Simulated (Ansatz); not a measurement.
## CoO (R-3m): from the cell to its phonons: modes at Γ

Ansatz 0.2.0; DFT PBE+U, scalar-relativistic, plane waves, PAW.

The cell comes from relaxations at this level that are not shown. The zone centre is the only wavevector solved here; it holds the modes that light can see, as far as symmetry allows. The response to a homogeneous field gives the Born charges and the dielectric tensor.

The input, input.yaml:

```yaml
crystal:
  lattice:
    - [2.1611123541, 0.0, -2.1611123542]
    - [2.1611123542, -2.1611123542, 0.0]
    - [-2.1311186936, -2.1311186936, -4.2922310477]
  atoms:
    - { symbol: Co, position: [0.0, 0.5, 0.5], spin: -2.8 }
    - { symbol: Co, position: [0.0, 0.0, 0.0], spin: 2.8 }
    - { symbol: O, position: [0.5, 0.25, 0.75] }
    - { symbol: O, position: [0.5, 0.75, 0.25] }
kpoints:
  mp_grid: { grid: [12, 12, 12] }
hamiltonian:
  xc: pbe
  hubbard: { sites: [{ species: Co, l: d, u_eff: 3.32 }] }
scf:
  occupations: { method: gaussian, width: 0.02 }
  convergence: { dr2_threshold: 1.0e-10 }
output:
  eigenvalues: true
  populations: true
magnetization:
  spin_polarized: true
phonons:
  method: dfpt
  dielectric: true
  rigid_motions: translations
```

Command:

```
$ ansatz run input.yaml --threads 4 --pin off --max-ram 7168MiB --backend cpu --events-out ev --progress --plain --runs-dir out
```

Before running it: what should come out for the site moments and Born charge?

Neutrality makes the Born charges add up to zero. The most electronegative element, O, alone carries negative charge. Symmetry leaves 2 kinds of site among the 4 atoms, and equivalent atoms share their principal values.

Numbers from this step:

```
absolute magnetization                                  : 5.499 μB
site moments                                            : -2.546, 2.546, 1.03e-16, -7.58e-17 μB
gap on the k-mesh                                       : 2.169 eV
volume per atom                                         : 9.988 Å³
gap by spin                                             : 2.169, 2.169 eV
sum-rule residual before enforcement                    : 1.23e-4 eV/Å²
miss of the charge sum rule                             : 6.75e-6 e
highest optical mode at the zone centre (no LO-TO term) : 490.8 cm⁻¹
lowest optical zone-centre mode                         : 177.7 cm⁻¹
mean high-frequency dielectric constant                 : 6.202
largest Born charge (third of the trace)                : 2.306 e
mean static dielectric constant                         : 17.38
top of the zone-centre spectrum with the field          : 516.5 cm⁻¹
```

Without the LO-TO term. Patterns of degenerate modes are one choice out of their space. Modes at Γ, with each element's share of the kinetic energy:

| mode | frequency (cm⁻¹) | Co % | O % |
| --- | --- | --- | --- |
| 1 | 0.0 | 79 | 21 |
| 2 | 0.0 | 79 | 21 |
| 3 | 0.0 | 79 | 21 |
| 4 | 177.7 | 100 | 0 |
| 5 | 177.7 | 100 | 0 |
| 6 | 248.5 | 0 | 100 |
| 7 | 248.5 | 0 | 100 |
| 8 | 270.2 | 21 | 79 |
| 9 | 285.0 | 100 | 0 |
| 10 | 332.7 | 21 | 79 |
| 11 | 332.7 | 21 | 79 |
| 12 | 490.8 | 0 | 100 |

Displacements in mode 5 (177.7 cm⁻¹), the largest set to 1:
```
Co1  0.23 -1.00  0.77
Co2 -0.23  1.00 -0.77
O3   0.00  0.00  0.00
O4   0.00  0.00  0.00
```

Displacements in mode 11 (332.7 cm⁻¹), the largest set to 1:
```
Co1  0.01 -0.27  0.26
Co2  0.01 -0.27  0.26
O3  -0.03  1.00 -0.97
O4  -0.03  1.00 -0.97
```

Optical modes at the zone centre, without and with the macroscopic field of the longitudinal modes; each column is sorted by frequency, so a row need not hold one and the same mode. Modes with and without the field, by row:

| rank among optical modes | no field (cm⁻¹) | q along (1, 0, 0) (cm⁻¹) |
| --- | --- | --- |
| 1 | 177.7 | 177.7 |
| 2 | 177.7 | 177.7 |
| 3 | 248.5 | 248.5 |
| 4 | 248.5 | 248.5 |
| 5 | 270.2 | 285 |
| 6 | 285 | 291.4 |
| 7 | 332.7 | 332.7 |
| 8 | 332.7 | 490.8 |
| 9 | 490.8 | 516.5 |

Born charge (rows field, columns displacement) (e), principal values of the symmetric part by kind of site:

| atom | atoms with these values | low | middle | high | mean |
| --- | --- | --- | --- | --- | --- |
| Co1 | 2 | 2.25 | 2.25 | 2.41 | 2.31 |
| O3 | 2 | -2.41 | -2.25 | -2.25 | -2.31 |

In full for Co1:

```
2.31 0.05 0.05
0.05 2.31 0.05
0.05 0.05 2.31
```

High-frequency dielectric tensor:

```
 6.20 -0.02 -0.02
-0.02  6.20 -0.02
-0.02 -0.02  6.20
```

Static dielectric tensor (ions relaxed, fixed cell):

```
17.38  2.17  2.17
 2.17 17.38  2.17
 2.17  2.17 17.38
```

Transverse modes. Lines of the infrared spectrum (strongest = 100):

| position (cm⁻¹) | relative intensity |
| --- | --- |
| 178 | 0.0 |
| 248 | 0.0 |
| 270 | 57 |
| 285 | 0.0 |
| 333 | 100 |
| 491 | 0.0 |

[Logs are printed without paths, hosts, clocks, repeated set-up lines and the standing remarks that a program may print on its own settings, such as how far it seeks lower states.]

[Hosts, paths, dates, database ids (printed as entryN), source tags and the programs' standing remarks are cut or masked in the printed files.]
